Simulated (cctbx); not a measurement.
# Absolute structure of Sc4Ta3

Space group I-43d (no. 220), a = 8.1620 Å, b = 8.1620 Å, c = 8.1620 Å, α = 90.00°, β = 90.00°, γ = 90.00°.

| atom | mult. | x | y | z | Ueq (Å²) |
| --- | --- | --- | --- | --- | --- |
| Ta1 | 12 | 0 | 3/4 | 1/8 | 0.0057 |
| Sc1 | 16 | 0.1742 | 0.6742 | 0.8258 | 0.0067 |

This is a model crystal, built by substitution and not relaxed, with assumed displacement parameters.

Data sets are simulated with cctbx and refined with Bijvoet mates kept apart; Flack x is then fitted as the share of an inverted twin with the atoms fixed, Hooft y from the Bijvoet differences. The group is acentric but holds improper operations, so there is an absolute structure (orientation) and no hand.

Untwinned crystal. What Flack and Hooft values should come out?

| λ (Å) | extinction (unmodelled) | d min (Å) | top counts | error (%) | model | R1 | Flack x | s.u. | Hooft y | s.u. | pairs |
| --- | --- | --- | --- | --- | --- | --- | --- | --- | --- | --- | --- |
| 0.71073 | 0 | 0.77 | 20000 | 6 | as given | 0.0068 | 0.00 | 0.03 | 0.002 | 0.020 | 43 |
| 0.71073 | 0 | 0.77 | 20000 | 6 | inverted | 0.0299 | 1.01 | 0.03 | 1.008 | 0.020 | 43 |
| 1.54184 | 0 | 0.83 | 70000 | 1.5 | as given | 0.0023 | 0.01 | 0.04 | 0.030 | 0.029 | 34 |

With Mo Kα, x is within 3 s.u. of 0, so the absolute structure is right. With Cu Kα, x is within 3 s.u. of 0, so the absolute structure is right. Inverting the model turns x into about 1 − x.

A further crystal gives:

```
  λ (Å)  extinction (unmodelled)  d min (Å)  top counts  error (%)     model      R1  Flack x  s.u.  Hooft y   s.u.  pairs
0.71073                      0.3       0.77       20000          3  as given  0.0106     0.15  0.03    0.149  0.012     43
```

**Question.** What is it?

It was simulated as an inversion twin with a fraction 0.15 of the inverted domain. Flack x is over 3 s.u. from both 0 and 1 and reads that fraction.

[Logs are printed without paths, hosts, clocks, repeated set-up lines and the standing remarks that a program may print on its own settings, such as how far it seeks lower states.]
